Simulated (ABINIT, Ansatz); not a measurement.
# YSF (P4/nmm): G0W0 on several meshes in ABINIT

Aim: the GW shift of YSF (P4/nmm) against the k mesh.

Program: ABINIT 10.8.3. Level of theory: LDA and many-body steps on it, plane waves. Results are calculated unless marked as measured.

Most raw output is cut from this account.

### 1. Set-up

The structure is tetragonal, space group P4/nmm (No. 129). The conventional cell has a = 3.773 Å, b = 3.773 Å, c = 6.827 Å, α = 90.00°, β = 90.00°, γ = 90.00°. Nearest to Y lie 4 F at 2.44 Å and 5 S at 2.81 to 2.86 Å. Nearest to S lie 5 Y at 2.81 to 2.86 Å. Nearest to F lie 4 Y at 2.44 Å. Farther neighbours and most contacts between anions are not listed.

The cell and positions are those that the Materials Project relaxed with its own functionals (PBE, PBE+U or r2SCAN), kept fixed.

### 2. Empty states on the mesh, 4×4×2 mesh, 344 bands

This step: ABINIT 10.8.3; DFT, LDA, plane waves, norm-conserving pseudopotentials.

The sums over transitions need many empty states on a uniform mesh; this step solves for them.

run.abi reads:

```
acell 3*1.0 Angstrom
rprim 
  3.772985040000 0.000000000000 0.000000000000
  0.000000000000 3.772985040000 0.000000000000
  0.000000000000 0.000000000000 6.826667120000
ntypat 3
znucl 39 16 9
natom 6
typat 1 1 2 2 3 3
xred 
  0.000000000000 0.500000000000 0.227228020000
  0.500000000000 0.000000000000 0.772771980000
  0.000000000000 0.500000000000 0.645567190000
  0.500000000000 0.000000000000 0.354432810000
  0.000000000000 0.000000000000 0.000000000000
  0.500000000000 0.500000000000 0.000000000000
pp_dirpath "pseudos"
pseudos "Y.upf, S.upf, F.upf"
ecut 36
ngkpt 4 4 2
nshiftk 1
shiftk 0 0 0
kptopt 1
chksymbreak 0
iscf -2
irdden 1
istwfk *1
nband 344
nbdbuf 30
tolwfr 1e-09
nstep 60
prtvol 0
indata_prefix "in"
outdata_prefix "out"
tmpdata_prefix "tmp"
```

Started as:

```sh
OMP_NUM_THREADS=1 mpirun -n 8 abinit run.abi > log
```

The job ended after 4.9 min (8 MPI ranks of Arm Neoverse V1, shared host; peak memory 1 GiB).

This step gave:

- gap: 1.172 eV
- k of the valence top: 0, 0, 0
- k of the conduction bottom: 0, 0, 0
- least direct gap: 1.172 eV
- k points computed: 12
- lowest point of the top converged band, above the valence top: 106.4259 eV

On this mesh the gap is 1.172 eV.

The density comes from a self-consistent run that is not shown.

### 3. Screening, 4×4×2 mesh, 142 bands, screening to 141.5 eV

The RPA dielectric matrix is built and inverted for each q.

This step: RPA screening on LDA, plane waves, norm-conserving pseudopotentials.

Changes to run.abi since step 2:

```diff
@@ -24,10 +24,11 @@
 chksymbreak 0
-iscf -2
-irdden 1
 istwfk *1
-nband 344
-nbdbuf 30
-tolwfr 1e-09
-nstep 60
-prtvol 0
+occopt 1
+irdwfk 1
+optdriver 3
+nband 142
+ecuteps 5.2
+inclvkb 2
+awtr 1
+symchi 1
 indata_prefix "in"
```

The job ended after 1.9 min (8 MPI ranks; peak memory 3.8 GiB).

This step gave:

```yaml
eps_infinity_with_local_fields_on_this_mesh_along_the_program_s_q_direction: 6.051
the_same_without_local_fields: 7.002
plasma_frequency: 26.10 eV
plane_waves_in_the_screening_matrix: 393
```

Local fields lower ε∞ by 14 %. On a Γ-centred mesh this coarse the value itself is usually too large, while a short band sum pulls it down.

### 4. 4×4×2

The self-energy is evaluated for the states that the input lists, and the levels follow from it, in one-shot runs by the linearised quasiparticle equation.

This step: G0W0 on LDA, plane waves, norm-conserving pseudopotentials.

Changes to run.abi since step 3:

```diff
@@ -27,8 +27,15 @@
 irdwfk 1
-optdriver 3
+optdriver 4
 nband 142
+gwcalctyp 0
+ecutsigx 36
+symsigma 1
+nkptgw 1
+kptgw 
+  0.0000000000 0.0000000000 0.0000000000
+bdgw 
+  23 26
 ecuteps 5.2
-inclvkb 2
-awtr 1
-symchi 1
+irdscr 1
+ppmodel 1
 indata_prefix "in"
```

It took 11 s on 8 MPI ranks; peak memory 2.8 GiB.

This step gave:

| Quantity | Value |
| --- | --- |
| G0W0 gap on the points computed | 2.896 eV |
| starting gap on the mesh | 1.172 eV |
| k of the valence top | 0, 0, 0 |
| k of the conduction bottom | 0, 0, 0 |
| Z at the valence top | 0.8 |
| Z at the conduction bottom | 0.826 |
| least direct G0W0 gap on the computed points | 2.896 eV |

The gap on the mesh goes from 1.17 eV to 2.90 eV, a correction of +1.72 eV.

### 5. Empty states on the mesh, 6×6×4 mesh, 156 bands

This step: DFT, LDA, plane waves, norm-conserving pseudopotentials.

Changes to run.abi since step 4:

```diff
@@ -19,3 +19,3 @@
 ecut 36
-ngkpt 4 4 2
+ngkpt 6 6 4
 nshiftk 1
@@ -24,18 +24,10 @@
 chksymbreak 0
+iscf -2
+irdden 1
 istwfk *1
-occopt 1
-irdwfk 1
-optdriver 4
-nband 142
-gwcalctyp 0
-ecutsigx 36
-symsigma 1
-nkptgw 1
-kptgw 
-  0.0000000000 0.0000000000 0.0000000000
-bdgw 
-  23 26
-ecuteps 5.2
-irdscr 1
-ppmodel 1
+nband 156
+nbdbuf 14
+tolwfr 1e-09
+nstep 60
+prtvol 0
 indata_prefix "in"
```

It took 2.6 min on 8 MPI ranks; peak memory 1.1 GiB.

This step gave:

- gap: 1.172 eV
- k of the valence top: 0, 0, 0
- k of the conduction bottom: 0, 0, 0
- least direct gap: 1.172 eV
- k points computed: 30
- lowest point of the top converged band, above the valence top: 53.7874 eV

On this mesh the gap is 1.172 eV.

### 6. Screening, 6×6×4 mesh, 142 bands, screening to 141.5 eV

This step: RPA screening on LDA, plane waves, norm-conserving pseudopotentials.

Changes to run.abi since step 5:

```diff
@@ -24,10 +24,11 @@
 chksymbreak 0
-iscf -2
-irdden 1
 istwfk *1
-nband 156
-nbdbuf 14
-tolwfr 1e-09
-nstep 60
-prtvol 0
+occopt 1
+irdwfk 1
+optdriver 3
+nband 142
+ecuteps 5.2
+inclvkb 2
+awtr 1
+symchi 1
 indata_prefix "in"
```

It took 17 min on 8 MPI ranks; peak memory 8.2 GiB.

This step gave:

| Property | Result |
| --- | --- |
| ε∞ with local fields, on this mesh, along the program's q direction | 5.796 |
| the same without local fields | 6.719 |
| plasma frequency | 26.10 eV |
| plane waves in the screening matrix | 393 |

### 7. 6×6×4

This step: G0W0 on LDA, plane waves, norm-conserving pseudopotentials.

Changes to run.abi since step 6:

```diff
@@ -27,8 +27,15 @@
 irdwfk 1
-optdriver 3
+optdriver 4
 nband 142
+gwcalctyp 0
+ecutsigx 36
+symsigma 1
+nkptgw 1
+kptgw 
+  0.0000000000 0.0000000000 0.0000000000
+bdgw 
+  23 26
 ecuteps 5.2
-inclvkb 2
-awtr 1
-symchi 1
+irdscr 1
+ppmodel 1
 indata_prefix "in"
```

Run time: 22 s. Hardware: 8 MPI ranks; peak memory 6.4 GiB.

Numbers from this step:

```yaml
g0w0_gap_on_the_points_computed: 2.906 eV
starting_gap_on_the_mesh: 1.172 eV
k_of_the_valence_top: 0, 0, 0
k_of_the_conduction_bottom: 0, 0, 0
z_at_the_valence_top: 0.801
z_at_the_conduction_bottom: 0.826
least_direct_g0w0_gap_on_the_computed_points: 2.906 eV
```

Against G0W0 in ABINIT (4×4×2 mesh, 142 bands, screening to 141.5 eV, Godby-Needs plasmon pole), the gap moves by +0.010 eV.

### 8. The runs together

Times are wall times on 8 MPI ranks of Arm Neoverse V1, shared host, good to a factor of about two. A run's time includes the screening step that it read.

```
  run   mesh  bands  screening cutoff (eV)  DFT gap (eV)  gap on the mesh (eV)  direct (eV)  ε∞ used     time
4×4×2  4×4×2    142                  141.5         1.172                 2.896        2.896     6.05  2.1 min
6×6×4  6×6×4    142                  141.5         1.172                 2.906        2.906     5.80   17 min
```

### 9. Results

```yaml
4x4x2: 2.896 eV
6x6x4: 2.906 eV
known_limits: not at the basis limit; no spin-orbit coupling; coarse k mesh
```

In words: 6×6×4: +0.010 eV against 4×4×2. Bands and cutoff are finite, so the gap is not at the basis limit. The miss can reach some tenths of an eV and take either sign; the mesh is an error of its own. In the G0W0 runs levels were corrected at 1 k point alone, so a gap called «on the mesh» is the least over those, and an edge elsewhere would be missed. The 4×4×2 mesh is coarse for this cell, which bears on the long-range parts of exchange and screening. The many-body steps are scalar-relativistic: spin-orbit coupling is not in them.

[Paths, hosts, dates, memory and timing lines, banners, echoed tables and standing remarks are left out of the program output.]

[Logs are printed without paths, hosts, clocks, repeated set-up lines and the standing remarks that a program may print on its own settings, such as how far it seeks lower states.]

[Runs of the session that timed out or met a known fault of the program may be left out.]

[Hosts, paths, dates, database ids (printed as entryN), source tags and the programs' standing remarks are cut or masked in the printed files.]

[G0W0 gaps are taken among the corrected bands and points alone; a level outside them can change the order at an edge.]

[Where Ansatz stands beside ABINIT at settings called matched, ABINIT's density can come from a denser mesh and the files from another edition; pairs whose starting gaps differed by over 0.03 eV were left out, so agreement reads better than it is.]
